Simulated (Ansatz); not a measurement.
# A vacancy of Ge at several sites of amorphous Si0.9Ge0.1 (122 atoms), part 3 of 3

At which site of amorphous Si0.9Ge0.1 (122 atoms) does a vacancy of Ge cost least, and what about the site decides it?

Ansatz 0.2.0; Kohn-Sham DFT, PBE, PAW (set soft_2), plane waves.

The cell: 110 Si and 12 Ge. The quench rate of 200 K/ps is many orders above laboratory rates. The starting topology of bonds comes from the classical model. The Brillouin zone is sampled at Γ only, in a cell whose shortest periodic width is 14 Å.

So far. Step 7 (Vacancy of Ge, site Ge119): The relaxation converged after 16 steps, 2.13 eV below its start, with a largest force component of 0.022 eV/Å.

**8. Vacancy of Ge, site Ge122**

The site has 4 bonded neighbours (Si4) at 2.44 Å on average. 

The input, input.yaml:

```yaml
crystal:
  lattice:
    - [13.6169, 0.0, 0.0]
    - [0.0, 13.6169, 0.0]
    - [0.0, 0.0, 13.6169]
  atoms:
    [... atom lines 1 to 118 left out ...]
    - { symbol: Ge, position: [0.86145, 0.95704, 0.56307] }
    - { symbol: Ge, position: [0.05674, 0.88692, 0.15352] }
    - { symbol: Ge, position: [0.8173, 0.29899, 0.46585] }
kpoints:
  mp_grid: { grid: [1, 1, 1] }
hamiltonian:
  xc: pbe
scf:
  occupations: { method: fermi_dirac, width: 0.025 }
output:
  forces: true
  eigenvalues: true
relax:
  f_tol: 0.05
  max_steps: 90
```

The run is started by

```console
$ ansatz run input.yaml --threads 8 --pin off --max-ram 15872MiB --backend cpu --events-out ev --progress --plain --runs-dir out
```

Log:

```text
[...]
Crystal: 121 atoms, lattice volume = 2524.845 Å³
Basis set: ecut = 420 eV, 49317 PW (Γ), exchange–correlation on 192×192×192 points (8 copies of the dense FFT grid, shifted against one another)
Bands: 418, of which v1, the nominal top of the filled ones, is band 297 counted from 1 (296 counted from 0)
Symmetry: 1 space group operations
[...]
k-points: 1
[...]
SCF iter   1: F=—  HF=-117149.409971 eV  |F-HF|=—  |Δ(HF+E_count)|=         —  Δρ=3.51e-3  dr2=1.29e0  ethr=1.77e-3  ⟨swp⟩=6.0  Hψ=1838  notcnv=0  defer=52
[...]
SCF iter   6: F=—  HF=-117149.249447 eV  |F-HF|=—  |Δ(HF+E_count)|=   1.69e-4  Δρ=2.70e-5  dr2=4.74e-5  ethr=3.98e-8  ⟨swp⟩=2.0  Hψ=615  notcnv=0  defer=100
SCF iter   7: F=-117149.249505 eV  HF=-117149.249499 eV  |F-HF|=6.26e-6  |Δ(HF+E_count)|=   5.16e-5  Δρ=9.22e-6  dr2=7.03e-6  ethr=7.98e-9  ⟨swp⟩=14.0  Hψ=2147  notcnv=0
SCF 1 converged in 7 iterations: F = -117149.249505 eV  dr2 = 7.03e-6
[...]
relax step   1: F+E_penalty+E_count = -117149.24950504 eV  Δ(F+E_penalty+E_count) = +0.000e0 eV  max|allowed force component| = 1.163e0 eV/Å  Δτ_max = 0.0000 Å  (7 SCF iters, dr2 threshold 6.25e-5 eV, accepted)
[...]
relax step   2: F+E_penalty+E_count = -117150.09589164 eV  Δ(F+E_penalty+E_count) = -8.464e-1 eV  max|allowed force component| = 8.696e-1 eV/Å  Δτ_max = 0.1947 Å  (6 SCF iters, dr2 threshold 8.46e-5 eV, accepted)
[...]
relax step   3: F+E_penalty+E_count = -117150.68829097 eV  Δ(F+E_penalty+E_count) = -5.924e-1 eV  max|allowed force component| = 3.373e-1 eV/Å  Δτ_max = 0.1997 Å  (6 SCF iters, dr2 threshold 4.73e-5 eV, accepted)
relax step   4: F+E_penalty+E_count = -117150.90416413 eV  Δ(F+E_penalty+E_count) = -2.159e-1 eV  max|allowed force component| = 2.993e-1 eV/Å  Δτ_max = 0.2000 Å  (6 SCF iters, dr2 threshold 1.71e-5 eV, accepted)
relax step   5: F+E_penalty+E_count = -117150.98463758 eV  Δ(F+E_penalty+E_count) = -8.047e-2 eV  max|allowed force component| = 1.024e-1 eV/Å  Δτ_max = 0.0649 Å  (6 SCF iters, dr2 threshold 1.35e-5 eV, accepted)
relax step   6: F+E_penalty+E_count = -117151.01110172 eV  Δ(F+E_penalty+E_count) = -2.646e-2 eV  max|allowed force component| = 9.129e-2 eV/Å  Δτ_max = 0.0291 Å  (7 SCF iters, accepted)
relax step   7: F+E_penalty+E_count = -117151.03187582 eV  Δ(F+E_penalty+E_count) = -2.077e-2 eV  max|allowed force component| = 5.289e-2 eV/Å  Δτ_max = 0.0515 Å  (7 SCF iters, accepted)
[...]
relax step   8: F+E_penalty+E_count = -117151.04281090 eV  Δ(F+E_penalty+E_count) = -1.094e-2 eV  max|allowed force component| = 4.120e-2 eV/Å  Δτ_max = 0.0496 Å  (7 SCF iters, accepted)
SCF converged after 7 iterations
Free energy (F): -117151.042811 eV
[...]
Internal energy: -117151.008822 eV  (E = F + TS)
E sigma→0 (E₀):  -117151.025817 eV
Entropy (-TS):   -0.033989 eV (-0.281 meV/atom)
Fermi energy:    6.360981 eV
[...]
Σ components = -117151.042811   (vs F -117151.042811, Δ=0.00e0)
--- Forces (eV/Å), atoms counted from 1 ---
  atom   1  Si    -0.00067261     0.00507353     0.00019336
  atom   2  Si     0.00772691    -0.01790224    -0.02775211
  atom   3  Si    -0.03167248    -0.02267286    -0.00153098
  atom   4  Si    -0.00101752     0.00591851    -0.01091096
[...]
atom 121  Ge     0.00477115     0.00721322     0.01976122
  max |Σ_I F_I| component: 2.65e-5 eV/Å
--- Band table (eV) ---
[...]
--- Relaxed structure (8 steps of the walk, 8 accepted, 0 SCFs on fresh bases) ---
  F+E_penalty+E_count = -117151.04281090 eV   max|allowed force component| = 4.120e-2 eV/Å
  atoms:
    - { symbol: Si, position: [0.578979, 0.522593, 0.064410] }
    - { symbol: Si, position: [0.960365, 0.297163, 0.223212] }
    - { symbol: Si, position: [0.506465, 0.746756, 0.507015] }
    - { symbol: Si, position: [0.264779, 0.774073, 0.642194] }
[...]
- { symbol: Ge, position: [0.832425, 0.305333, 0.454711] }
```

Elapsed: 2.4 min, on 8 threads of Arm Neoverse V1, shared host; peak memory 3.2 GiB.

The relaxation converged after 8 steps, 1.79 eV below its start, with a largest force component of 0.041 eV/Å.

**9. Vacancy of Ge, site Ge113**

The site has 4 bonded neighbours (Si4) at 2.43 Å on average. 

Input and log are left out; they have the form of those shown for this kind of step.

Run time: 4.4 min. Hardware: 8 threads of Arm Neoverse V1, shared host; peak memory 3.2 GiB.

The relaxation converged after 15 steps, 1.29 eV below its start, with a largest force component of 0.040 eV/Å.

Local excerpt of 10 atoms (numbers count through the whole input) about the place of the removed atom, after relaxation; x, y, z are measured from there.

```
 atom      x      y      z  distance (Å)  bonds
 Si12  -1.61  -0.13  -0.25          1.64      5
 Si97   0.79  -1.51  -0.27          1.73      5
 Si26   0.97   0.37   1.67          1.96      4
 Si16  -0.14   1.13  -1.95          2.25      4
 Si24  -2.45   1.65   1.65          3.38      5
Si103   0.32  -2.23  -2.73          3.54      5
Ge113  -0.35   2.42   2.64          3.60      4
Si107   0.10  -0.91   3.58          3.69      4
  Si5  -3.00  -2.21   0.22          3.73      4
 Si21   1.23  -0.17  -3.53          3.74      4
```

The largest move is 0.89 Å, by Si12.

**10. Vacancy of Ge, site Ge116**

The site has 4 bonded neighbours (Si4) at 2.47 Å on average. 

Input and log are left out; they have the form of those shown for this kind of step.

The job ended after 1.8 min (8 threads of Arm Neoverse V1, shared host; peak memory 3.2 GiB).

The relaxation converged after 6 steps, 0.822 eV below its start, with a largest force component of 0.038 eV/Å.

**11. The sites compared**

All these cells hold the same atoms, so their energies can be compared with no chemical potential.

```
 site  neighbours  mean distance (Å)  atoms within 6 Å  energy over the best site (eV)  before relaxation (eV)  gain on relaxing (eV)
Ge119       Si3Ge               2.52                42                            0.00                    1.15                   2.13
Ge121         Si5               2.57                38                            0.15                    0.00                   0.83
Ge117         Si4               2.47                41                            0.38                    1.43                   2.02
Ge122         Si4               2.44                43                            1.26                    2.08                   1.79
Ge116         Si4               2.47                44                            1.78                    1.63                   0.82
Ge113         Si4               2.43                39                            2.70                    3.01                   1.29
```

**12. Outcome**

The cheapest site is Ge119 (4 neighbours, Si3Ge); the dearest, Ge113 (4 neighbours, Si4), costs 2.7 eV more. By coordination the energies over the best site are 0.00 to 2.70 eV with 4 neighbours and 0.15 eV with 5 neighbours. At Ge119 (largest move 1.5 Å) other atoms changed place, so the end state is more than the plain defect. Relaxation changes the order: the best site before relaxing was Ge121.

Caveats: Defects are neutral and interact with their images. In a disordered cell the relaxation can also rearrange atoms far from the site. Only 6 of the 12 Ge sites were tried, so a cheaper one may exist.

The DFT runs together took 26 min of wall time.

[Long decimals in the printed logs are rounded to 6 places.]

[Logs are printed without paths, hosts, clocks, repeated set-up lines and the standing remarks that a program may print on its own settings, such as how far it seeks lower states.]

[Hosts, paths, dates, database ids (printed as entryN), source tags and the programs' standing remarks are cut or masked in the printed files.]
